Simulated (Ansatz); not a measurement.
# K on Ni(110): change of the work function, part 3 of 5

Wanted: Δφ(θ) for K/Ni(110), starting from the longbridge site.

Ansatz 0.2.0; plane-wave DFT, RPBE, Ansatz PAW.

So far, work function, upper face (eV): step 2 (the clean slab) 4.37.

## 3. The covered slab, coverage 0.25 ML (continued)

Electrostatic potential energy in the ca plane at fractional y = 0.000, with atoms of Ni and K within 0.2 Å of it. With pseudopotentials it is smooth inside the atoms' cores, unlike the true potential.

Values in eV, 10 rows by 16 columns, each cell a mean:
```
  4 -31 -24  -7 -41  -3 -37 -24   5   5   5   5   5   5   5   5
  6   2   2   3   1   3  -1   2   6   6   5   5   5   5   5   5
  6   6   4   2   5   2   4   6   6   6   5   5   5   5   5   5
  5  -4  -2   2  -6   2  -8  -3   6   6   5   5   5   5   5   5
  3 -39 -32 -12 -52  -6 -44 -30   4   5   4   5   5   5   5   5
  4 -31 -24  -8 -44  -3 -27 -17   2   0   3   4   5   5   5   5
  5   2   2   2   0   3   2   3  -8 -27  -1   4   4   5   5   5
  6   6   4   2   5   2   4   5 -17 -44  -5   3   4   5   5   5
  5  -4  -2   1  -8   3  -1   1  -4 -16   0   4   4   5   5   5
  3 -39 -32 -12 -53  -6 -38 -25   3   2   3   4   5   5   5   5
```
Columns run along c (16.0 Å, from fractional 0.28 to 0.90 of the cell; values clipped at the 3rd and 97th percentile), rows up along a (7.0 Å). Atoms in or near the plane, at fractional coordinates: Ni at (0.35, 0.00), Ni at (0.44, 0.00), Ni at (0.54, 0.99), Ni at (0.35, 0.50), Ni at (0.44, 0.50), Ni at (0.54, 0.51), K at (0.63, 0.25).

ELF of down spins in the ca plane at fractional y = 0.000, with atoms of Ni and K within 0.2 Å of it. It is the smooth field of the valence electrons, not physical close to the nuclei.

Ten even steps from '0' (0.00) to '9' (0.86), each cell a mean:
```
00025642322553232466311110000000000000000000
00012322332222232233111111000000000000000000
00111223433222343221111110000000000000000000
00112333333223333332211100000000000000000000
00122333333223333333221100000000000000000000
00112333333223333332211100000000000000000000
00111223433222343221111111000000000000000000
00012322332232232233211111000000000000000000
00025642322553232466311110000000000000000000
00026742323674232366311100000000000000000000
00013432322442232233211012320000011100000000
00011223432222243221110268863000011110000000
00111233333222333332211799996200011110000000
00122333333322333333203997898300011110000000
00122333333322333333202997898300011110000000
00111233333222333332211799996200011110000000
00011223332222243221110268863000011110000000
00013432322442232233211012210000011100000000
00026742323674232366311100000000000000000000
```
Columns run along c (16.0 Å, from fractional 0.28 to 0.90 of the cell), rows up along a (7.0 Å). Atoms in or near the plane, at fractional coordinates: Ni at (0.35, 0.00), Ni at (0.44, 0.00), Ni at (0.54, 0.99), Ni at (0.35, 0.50), Ni at (0.44, 0.50), Ni at (0.54, 0.51), K at (0.63, 0.25).

The relaxation took 6 steps and lowered the energy by 0.17 eV; the largest force on the free atoms ends at 0.018 eV/Å.

By hand: a sheet of dipoles makes a step −p/(ε₀A) in the electron's potential. With e/ε₀ = 180.95 V·Å, p = 0.5377 e·Å and A = 35.05 Å², that is −180.95 × (0.5377) / 35.05 = -2.776 eV, and the two vacuum levels of the run differ by -2.777 eV.

The covered face has 1.54 eV, -2.83 eV against the clean one; the bare back face has moved by -0.00 eV, a measure of how thin the slab is.

## 4. Adsorbate added, coverage 0.5 ML

System of this step: KNi10 (K/Ni(110)). The cell holds 22 atoms: 20 Ni and 2 K. Its edges and angles: a = 7.040 Å, b = 4.978 Å, c = 25.892 Å, α = 90.0°, β = 90.0°, γ = 90.0°. Vacuum lies along c.

Another coverage, to see how the dipoles act on each other as their distance changes.

input.yaml reads:

```yaml
crystal:
  lattice:
    - [7.04, 0.0, 0.0]
    - [0.0, 4.9780317396, 0.0]
    - [0.0, 0.0, 25.8916696966]
  atoms:
    - { symbol: Ni, position: [0.0, 0.0, 0.3476021479], spin: 0.82 }
    - { symbol: Ni, position: [0.25, 0.25, 0.3956681069], spin: 0.7 }
    - { symbol: Ni, position: [0.0, 0.0, 0.4439301997], spin: 0.74 }
    - { symbol: Ni, position: [0.25, 0.25, 0.4949377719], spin: 0.7 }
    - { symbol: Ni, position: [0.0, 0.0, 0.5385347875], spin: 0.82 }
    - { symbol: Ni, position: [0.0, 0.5, 0.3476021479], spin: 0.82 }
    - { symbol: Ni, position: [0.25, 0.75, 0.3956681069], spin: 0.7 }
    - { symbol: Ni, position: [0.0, 0.5, 0.4439301997], spin: 0.74 }
    - { symbol: Ni, position: [0.25, 0.75, 0.4949377719], spin: 0.7 }
    - { symbol: Ni, position: [0.0, 0.5, 0.5385347875], spin: 0.82 }
    - { symbol: Ni, position: [0.5, 0.0, 0.3476021479], spin: 0.82 }
    - { symbol: Ni, position: [0.75, 0.25, 0.3956681069], spin: 0.7 }
    - { symbol: Ni, position: [0.5, 0.0, 0.4439301997], spin: 0.74 }
    - { symbol: Ni, position: [0.75, 0.25, 0.4949377719], spin: 0.7 }
    - { symbol: Ni, position: [0.5, 0.0, 0.5385347875], spin: 0.82 }
    - { symbol: Ni, position: [0.5, 0.5, 0.3476021479], spin: 0.82 }
    - { symbol: Ni, position: [0.75, 0.75, 0.3956681069], spin: 0.7 }
    - { symbol: Ni, position: [0.5, 0.5, 0.4439301997], spin: 0.74 }
    - { symbol: Ni, position: [0.75, 0.75, 0.4949377719], spin: 0.7 }
    - { symbol: Ni, position: [0.5, 0.5, 0.5385347875], spin: 0.82 }
    - { symbol: K, position: [0.25, 0.0, 0.6523978521] }
    - { symbol: K, position: [0.75, 0.5, 0.6523978521] }
magnetization:
  spin_polarized: true
kpoints:
  mp_grid: { grid: [5, 6, 1] }
hamiltonian:
  xc: rpbe
scf:
  occupations: { method: fermi_dirac, width: 0.1 }
  convergence: { dr2_threshold: 1.0e-08 }
efield:
  axis: 3
  dipole_correction: true
  ramp_position: 0.97
  ramp_width: 0.06
relax:
  f_tol: 0.02
  max_steps: 60
  constraints: [{ sites: [0, 1, 5, 6, 10, 11, 15, 16] }]
output:
  bader: true
  dos: { projected: true, e_range: [-8, 4] }
  write_potential: true
  write_density: true
  volumetric_format: npy
```

Launch:

```
$ ansatz run input.yaml --threads 4 --pin off --max-ram 12288MiB --backend cpu --events-out ev --progress --plain --runs-dir out
```

Numbers of over 12 decimals in the logs are rounded to 6 here.

Output:

```text
[...]
Crystal: 22 atoms, lattice volume = 907.382 Å³
Basis set: ecut = 420 eV, 17773 PW (Γ), exchange–correlation on 96×72×360 points (8 copies of the dense FFT grid, shifted against one another)
Bands: 236, of which v1, the nominal top of the filled ones, is band 189 counted from 1 (188 counted from 0)
Symmetry: 8 space group operations
k-points: 12 of 30
[...]
Starting moments: Σ|m| = 15.12 μB on 20 of 22 sites
[...]
SCF iter   1: F=—  HF=-119953.890917 eV  |F-HF|=—  |Δ(HF+E_count)|=         —  Δρ=1.65e-2 (↑1.65e-2 ↓1.55e-2)  dr2=4.55e1  dr2_m=9.70e-1  M=15.498 μB ∫|m|=16.193 μB  β_m=1.00  ethr=3.10e-3  p=-0.000 e·Å  D=-3.71e-8 V/Å  ΔV_dip=0.00 eV  dr2_dipole=5.02e0  V_vac-E_F(+/−)=6.83/6.83 eV  ⟨swp⟩=11.4  Hψ=30211  notcnv=0  defer=327
[...]
SCF iter  24: F=-119971.726563 eV  HF=-119971.726563 eV  |F-HF|=4.70e-9  |Δ(HF+E_count)|=   1.08e-9  Δρ=4.02e-7 (↑8.04e-8 ↓4.02e-7)  dr2=3.66e-9  dr2_m=2.61e-10  M=13.754 μB ∫|m|=15.894 μB  ethr=1.00e-12  p=0.364 e·Å  D=7.26e-2 V/Å  ΔV_dip=-1.88 eV  dr2_dipole=9.09e-10  V_vac-E_F(+/−)=2.45/4.33 eV  ⟨swp⟩=14.8  Hψ=41430  notcnv=0
SCF 1 converged in 24 iterations: F = -119971.726563 eV  dr2 = 3.66e-9
[...]
relax step   1: F+E_penalty+E_count = -119971.72656274 eV  Δ(F+E_penalty+E_count) = +0.000e0 eV  max|allowed force component| = 3.369e-1 eV/Å  Δτ_max = 0.0000 Å  (24 SCF iters, accepted)
[...]
SCF iter  14: F=-119971.779795 eV  HF=-119971.779795 eV  |F-HF|=2.40e-9  |Δ(HF+E_count)|=   1.13e-8  Δρ=4.13e-7 (↑2.16e-7 ↓4.13e-7)  dr2=1.64e-9  dr2_m=6.70e-10  M=13.712 μB ∫|m|=15.857 μB  ethr=2.15e-12  p=0.369 e·Å  D=7.37e-2 V/Å  ΔV_dip=-1.91 eV  dr2_dipole=4.52e-10  V_vac-E_F(+/−)=2.42/4.32 eV  ⟨swp⟩=10.7  Hψ=39955  notcnv=0
SCF 2 converged in 14 iterations: F = -119971.779795 eV  dr2 = 1.64e-9
relax step   2: F+E_penalty+E_count = -119971.77979521 eV  Δ(F+E_penalty+E_count) = -5.323e-2 eV  max|allowed force component| = 3.009e-1 eV/Å  Δτ_max = 0.0725 Å  (14 SCF iters, accepted)
SCF iter   1: F=—  HF=-119971.900668 eV  |F-HF|=—  |Δ(HF+E_count)|=         —  Δρ=2.53e-3 (↑1.15e-3 ↓2.53e-3)  dr2=2.02e-1  dr2_m=1.71e-2  M=13.542 μB ∫|m|=15.713 μB  β_m=1.00  ethr=2.24e-4  p=0.369 e·Å  D=7.37e-2 V/Å  ΔV_dip=-1.91 eV  dr2_dipole=5.04e-4  V_vac-E_F(+/−)=2.43/4.34 eV  ⟨swp⟩=7.2  Hψ=15430  notcnv=0  defer=486
[...]
SCF iter  16: F=-119971.885710 eV  HF=-119971.885710 eV  |F-HF|=3.07e-9  |Δ(HF+E_count)|=   1.62e-9  Δρ=4.72e-7 (↑2.68e-7 ↓4.72e-7)  dr2=3.11e-9  dr2_m=1.68e-10  M=13.568 μB ∫|m|=15.736 μB  ethr=1.00e-12  p=0.389 e·Å  D=7.76e-2 V/Å  ΔV_dip=-2.01 eV  dr2_dipole=2.62e-11  V_vac-E_F(+/−)=2.31/4.32 eV  ⟨swp⟩=11.2  Hψ=39447  notcnv=0
SCF 3 converged in 16 iterations: F = -119971.885710 eV  dr2 = 3.11e-9
relax step   3: F+E_penalty+E_count = -119971.88570992 eV  Δ(F+E_penalty+E_count) = -1.059e-1 eV  max|allowed force component| = 1.413e-1 eV/Å  Δτ_max = 0.1967 Å  (16 SCF iters, accepted)
[...]
relax step   4: F+E_penalty+E_count = -119971.90861756 eV  Δ(F+E_penalty+E_count) = -2.291e-2 eV  max|allowed force component| = 4.895e-2 eV/Å  Δτ_max = 0.1948 Å  (16 SCF iters, accepted)
SCF iter   1: F=—  HF=-119971.910638 eV  |F-HF|=—  |Δ(HF+E_count)|=         —  Δρ=2.99e-4 (↑2.82e-4 ↓2.99e-4)  dr2=2.67e-3  dr2_m=2.65e-4  M=13.426 μB ∫|m|=15.586 μB  β_m=1.00  ethr=1.58e-5  p=0.411 e·Å  D=8.19e-2 V/Å  ΔV_dip=-2.12 eV  dr2_dipole=6.20e-4  V_vac-E_F(+/−)=2.19/4.31 eV  ⟨swp⟩=3.6  Hψ=11598  notcnv=0  defer=504
[...]
SCF iter  14: F=-119971.910720 eV  HF=-119971.910720 eV  |F-HF|=3.94e-9  |Δ(HF+E_count)|=   1.28e-9  Δρ=5.53e-7 (↑1.51e-7 ↓5.53e-7)  dr2=4.56e-9  dr2_m=4.87e-10  M=13.430 μB ∫|m|=15.597 μB  ethr=1.00e-12  p=0.406 e·Å  D=8.10e-2 V/Å  ΔV_dip=-2.10 eV  dr2_dipole=6.54e-10  V_vac-E_F(+/−)=2.22/4.31 eV  ⟨swp⟩=10.5  Hψ=36523  notcnv=0
SCF 5 converged in 14 iterations: F = -119971.910720 eV  dr2 = 4.56e-9
relax step   5: F+E_penalty+E_count = -119971.91071988 eV  Δ(F+E_penalty+E_count) = -2.102e-3 eV  max|allowed force component| = 1.152e-2 eV/Å  Δτ_max = 0.0380 Å  (14 SCF iters, accepted)
[...]
SCF converged after 14 iterations
Magnetization: 13.4305 μB (195.7152 up, 182.2848 down)
Absolute magnetization: 15.6112 μB (∫|ρ↑−ρ↓|, with the PAW one-centre terms)
[...]
Per-site moments (μB) at R_I (Å): [(0.815526, 1.022413), (0.701022, 1.023151), (0.704040, 1.017887), (0.665606, 0.991299), (0.683115, 0.991299), (0.815526, 1.022413), (0.701022, 1.023151), (0.704040, 1.017887), (0.665606, 0.991299), (0.683115, 0.991299), (0.815526, 1.022413), (0.701022, 1.023151), (0.704040, 1.017887), (0.665606, 0.991299), (0.683115, 0.991299), (0.815526, 1.022413), (0.701022, 1.023151), (0.704040, 1.017887), (0.665606, 0.991299), (0.683115, 0.991299), (-0.00692159, 1.280792), (-0.00692159, 1.280792)]
Free energy (F): -119971.910720 eV
[...]
Internal energy: -119970.664387 eV  (E = F + TS)
E sigma→0 (E₀):  -119971.287553 eV
Entropy (-TS):   -1.246333 eV (-56.652 meV/atom)
Fermi energy:    2.674370 eV
Dipole field:    D = 0.080946 V/Å  (p = 0.405907 e·Å, saw-weighted, corrected)
Work function:   Φ+ = 2.2153 eV   Φ− = 4.3112 eV
[...]
--- Forces (eV/Å), atoms counted from 1 ---
  atom   1  Ni    -0.00349721     0.00000000     0.40432510
  atom   2  Ni     0.00000000    -0.01895157    -0.40698099
  atom   3  Ni    -0.00205962    -0.00000000     0.00214993
  atom   4  Ni     0.00000000     0.01152278     0.00016981
  atom   5  Ni    -0.00432960     0.00000000    -0.00107220
  atom   6  Ni     0.00349721     0.00000000     0.40432510
  atom   7  Ni     0.00000000     0.01895157    -0.40698099
  atom   8  Ni     0.00205962    -0.00000000     0.00214993
  atom   9  Ni     0.00000000    -0.01152278     0.00016981
  atom  10  Ni     0.00432960     0.00000000    -0.00107220
  atom  11  Ni     0.00349721     0.00000000     0.40432510
  atom  12  Ni     0.00000000     0.01895157    -0.40698099
  atom  13  Ni     0.00205962    -0.00000000     0.00214993
  atom  14  Ni     0.00000000    -0.01152278     0.00016981
  atom  15  Ni     0.00432960     0.00000000    -0.00107220
  atom  16  Ni    -0.00349721     0.00000000     0.40432510
  atom  17  Ni     0.00000000    -0.01895157    -0.40698099
  atom  18  Ni    -0.00205962    -0.00000000     0.00214993
  atom  19  Ni     0.00000000     0.01152278     0.00016981
  atom  20  Ni    -0.00432960     0.00000000    -0.00107220
  atom  21  K      0.00000000     0.00000000     0.00282371
  atom  22  K      0.00000000    -0.00000000     0.00282371
  max |Σ_I F_I| component: 1.40e-5 eV/Å
--- Band table (eV; the first three rows and the last of 24) ---
  k-point 0 ↑: bands = [... 185 lower, 2.0561, 2.0611, 2.0734, 2.0735, 2.0929, 2.1238, 2.1269, 2.1609, ... 43 higher]
  k-point 1 ↑: bands = [... 185 lower, 1.9717, 1.9785, 1.9833, 2.0283, 2.0351, 2.0743, 2.0977, 2.1693, ... 43 higher]
  k-point 2 ↑: bands = [... 185 lower, 1.9183, 1.9452, 1.9475, 2.0303, 2.0635, 2.0889, 2.1132, 2.1487, ... 43 higher]
  k-point 11 ↓: bands = [... 185 lower, 2.6885, 2.7815, 2.7815, 2.8319, 2.8319, 2.8555, 2.8555, 2.9146, ... 43 higher]
--- Relaxed structure (5 steps of the walk, 5 accepted, 0 SCFs on fresh bases) ---
  F+E_penalty+E_count = -119971.91071988 eV   max|allowed force component| = 1.152e-2 eV/Å
  atoms:
    - { symbol: Ni, position: [0.0, 0.0, 0.3476021479] }
    - { symbol: Ni, position: [0.250000, 0.250000, 0.395668] }
    - { symbol: Ni, position: [-0.000690956, 0, 0.443331] }
    - { symbol: Ni, position: [0.250000, 0.245847, 0.495201] }
    - { symbol: Ni, position: [-0.00765329, 0, 0.538617] }
    - { symbol: Ni, position: [0.0, 0.500000, 0.3476021479] }
    - { symbol: Ni, position: [0.250000, 0.75, 0.395668] }
    - { symbol: Ni, position: [0.000690956, 0.500000, 0.443331] }
    - { symbol: Ni, position: [0.250000, 0.754153, 0.495201] }
    - { symbol: Ni, position: [0.00765329, 0.500000, 0.538617] }
    - { symbol: Ni, position: [0.500000, 0.0, 0.3476021479] }
    - { symbol: Ni, position: [0.75, 0.250000, 0.395668] }
    - { symbol: Ni, position: [0.500691, 0, 0.443331] }
    - { symbol: Ni, position: [0.75, 0.254153, 0.495201] }
    - { symbol: Ni, position: [0.507653, 0, 0.538617] }
    - { symbol: Ni, position: [0.500000, 0.500000, 0.3476021479] }
    - { symbol: Ni, position: [0.75, 0.75, 0.395668] }
    - { symbol: Ni, position: [0.499309, 0.500000, 0.443331] }
    - { symbol: Ni, position: [0.75, 0.745847, 0.495201] }
    - { symbol: Ni, position: [0.492347, 0.500000, 0.538617] }
    - { symbol: K, position: [0.250000, 0.0, 0.635947] }
    - { symbol: K, position: [0.75, 0.500000, 0.635947] }
--- Bader charges: 22 sites ---
  site symbol  charge [e]  shift [e]    m [muB]
     0     Ni      0.0125     0.0003     0.7902
     1     Ni     -0.0225     0.0003     0.6513
     2     Ni      0.0190     0.0000     0.6634
     3     Ni     -0.0334     0.0002     0.6179
     4     Ni     -0.2451     0.0002     0.6358
     5     Ni      0.0125     0.0003     0.7902
     6     Ni     -0.0225     0.0003     0.6513
     7     Ni      0.0190     0.0000     0.6634
     8     Ni     -0.0334     0.0002     0.6179
     9     Ni     -0.2451     0.0002     0.6358
    10     Ni      0.0125     0.0003     0.7902
    11     Ni     -0.0225     0.0003     0.6513
    12     Ni      0.0190     0.0000     0.6634
    13     Ni     -0.0334     0.0002     0.6179
    14     Ni     -0.2451     0.0002     0.6358
    15     Ni      0.0125     0.0003     0.7902
    16     Ni     -0.0225     0.0003     0.6513
    17     Ni      0.0190     0.0000     0.6634
    18     Ni     -0.0334     0.0002     0.6179
    19     Ni     -0.2451     0.0002     0.6358
    20      K      0.5391     0.0000    -0.0019
    21      K      0.5391     0.0000    -0.0019
  estimated error of the sums over rays = 5.3e-4 e
```

It took 26 min on 4 threads of Arm Neoverse V2, shared host; peak memory 6.9 GiB.

Step by step:

```csv
step,energy less that of the first step (eV),largest force component (eV/Å)
1,0.0000,0.3369
2,-0.0532,0.3009
3,-0.1591,0.1413
4,-0.1821,0.0489
5,-0.1842,0.0115
```

The run keeps the 8 symmetry operations that it works with, so distortions that break them were not tested.

The atoms that moved most (Å):

```csv
atom,dx,dy,dz,length
K21,0.000,0.000,-0.426,0.426
K22,0.000,0.000,-0.426,0.426
Ni20,-0.054,0.000,0.002,0.054
Ni5,-0.054,0.000,0.002,0.054
Ni10,0.054,0.000,0.002,0.054
Ni15,0.054,0.000,0.002,0.054
Ni19,0.000,-0.021,0.007,0.022
Ni4,0.000,-0.021,0.007,0.022
```

This step gave:

- energy at zero smearing: -119971.2876 eV
- total moment: 13.43 μB
- work function, upper face: 2.215 eV
- work function, lower face: 4.311 eV
- dipole along the normal: 0.4059 e·Å
- step between the vacuum levels: -2.096 eV

Running mean over 1.245 Å of the planar mean; the ramp of the sawtooth is left out. Table of electron's electrostatic potential energy less the Fermi level by z:

z (Å), electron's electrostatic potential energy less the Fermi level (eV) and a bar from the least value:
```
        4        4.3 ##############################
        5        4.3 ##############################
        6        4.3 ##############################
        7        4.0 #############################
        8        0.7 #######################
        9       -9.0 ####
       10      -10.4 ##
       11      -10.5 #
       12       -9.4 ###
       13      -11.2 
       14       -9.4 ###
       15        0.2 ######################
       16       -2.4 #################
       17       -2.9 ################
       18        0.8 #######################
       19        1.8 #########################
       20        2.1 ##########################
       21        2.2 ##########################
       22        2.2 ##########################
```

The density of states has structure finer than the step of the table below, so its rows give means over 0.5 eV, whole bins alone (the curve runs from -8 to 1.98 eV). Peaks (eV: height): total -2.23: 68.1, -2.17: 71.2, -1.89: 68.8, -1.41: 91.2, -1.26: 79.1, -0.93: 83.0, -0.75: 88.9; up -2.17: 50.5, -2.11: 49.2, -1.89: 42.2, -0.93: 57.0, -0.87: 57.0, -0.75: 60.9, -0.63: 50.0; down -1.68: 47.1, -1.41: 52.2, -1.26: 48.2, -0.15: 39.9, 0.00: 45.4, 0.18: 50.8, 0.24: 44.4.

Table of density of states by energy, zero at the Fermi level; means over each step; values in states/eV a cell:

```csv
energy (eV),total,up,down
-7.5,1.43,0.734,0.695
-7.0,1.55,0.768,0.779
-6.5,2.29,1.13,1.16
-6.0,2.97,1.52,1.45
-5.5,4.61,2.33,2.28
-5.0,4.33,2.56,1.77
-4.5,8.24,5.35,2.89
-4.0,19.4,12.7,6.63
-3.5,28.2,18.0,10.3
-3.0,36.9,21.1,15.8
-2.5,41.9,24.7,17.2
-2.0,54.2,31.8,22.3
-1.5,60.8,29.4,31.4
-1.0,64.5,38.4,26.1
-0.5,51.8,22.3,29.5
0.0,40.1,4.58,35.6
0.5,15.5,3.75,11.7
1.0,9.76,4.73,5.03
1.5,10.1,4.74,5.37
```

Projected DOS per atom over height of the atomic layer and energy from the Fermi level. Layers: Ni4 Ni4 Ni4 Ni4 Ni4 K2 from below.

Ten even steps from '_' (0.00 states/eV) to '@' (4.02 states/eV), each cell a mean:
```
____________
__________..
__________..
::::::::::..
++==--==++..
**++**++**__
@@##****@@__
@@**##**%%__
**++==++**__
****++++**__
==++==++==__
::==--==--__
..--==--::__
..::--::..__
__......____
____________
____________
____________
____________
____________
____________
____________
```
Columns: height of the atomic layer (Å) from 9 to 16.5 (not evenly spaced); rows upwards: energy from the Fermi level (eV) from -7.96 to 1.95.

Projected DOS per atom, spin up over height of the atomic layer and energy from the Fermi level. Layers: Ni4 Ni4 Ni4 Ni4 Ni4 K2 from below.

Ten even steps from '0' (0.00 states/eV) to '9' (2.37 states/eV), each cell a mean:
```
000000
000000
000001
000001
000001
344450
976790
956470
643560
666560
553540
243430
244420
123210
011100
000000
000000
000000
000000
000000
000000
000000
```
Columns: height of the atomic layer (Å) from 9 to 16.5 (not evenly spaced); rows upwards: energy from the Fermi level (eV) from -7.96 to 1.95.

Projected DOS per atom, spin down over height of the atomic layer and energy from the Fermi level. Layers: Ni4 Ni4 Ni4 Ni4 Ni4 K2 from below.

Ten even steps from '0' (0.00 states/eV) to '9' (2.17 states/eV), each cell a mean:
```
000000
000001
000001
434331
975780
856570
744460
767670
454540
443450
243420
133320
123210
011100
000000
000000
000000
000000
000000
000000
000000
000000
```
Columns: height of the atomic layer (Å) from 9 to 16.5 (not evenly spaced); rows upwards: energy from the Fermi level (eV) from -7.96 to 1.95.

Site moment by atom:

```csv
atom,site moment (μB)
Ni1,0.816
Ni2,0.701
Ni3,0.704
Ni4,0.666
Ni5,0.683
Ni6,0.816
Ni7,0.701
Ni8,0.704
Ni9,0.666
Ni10,0.683
Ni11,0.816
Ni12,0.701
Ni13,0.704
Ni14,0.666
Ni15,0.683
Ni16,0.816
Ni17,0.701
Ni18,0.704
Ni19,0.666
Ni20,0.683
K21,-0.007
K22,-0.007
```

The relaxation took 5 steps and lowered the energy by 0.18 eV; the largest force on the free atoms ends at 0.012 eV/Å.

The covered face has 2.22 eV, -2.16 eV against the clean one; the bare back face has moved by -0.01 eV, a measure of how thin the slab is.

## 5. Work function against coverage

This step: plane-wave DFT, RPBE, Ansatz PAW; work function against coverage (Ansatz 0.2.0).

The runs are now put side by side.

Numbers from this step:

- work function of the clean face: 4.373 eV
- largest change of the work function: -2.829 eV

The work function of the covered face by coverage:

```csv
coverage (adsorbates/nm²),work function of the covered face (eV)
0.00,4.37
2.85,1.54
5.71,2.22
```

The dipole per adsorbate comes from the change of the cell's dipole. Coverage, by row:

```csv
coverage (1/nm²),coverage (ML),work function (eV),change (eV),"dipole per adsorbate, positive end outwards (debye)",mean height of the added atoms over the highest substrate atom (Å)
2.853,0.25,1.543,-2.829,2.629,2.383
5.707,0.5,2.215,-2.157,0.998,2.52
```

(Part 3 of 5 ends here.)

[Logs are printed without paths, hosts, clocks, repeated set-up lines and the standing remarks that a program may print on its own settings, such as how far it seeks lower states.]

[Hosts, paths, dates, database ids (printed as entryN), source tags and the programs' standing remarks are cut or masked in the printed files.]

[Maps of the electrostatic potential energy from Ansatz leave out the sawtooth potential of an applied field or a dipole correction, so their vacuum need not be flat; planar profiles and work functions include it.]
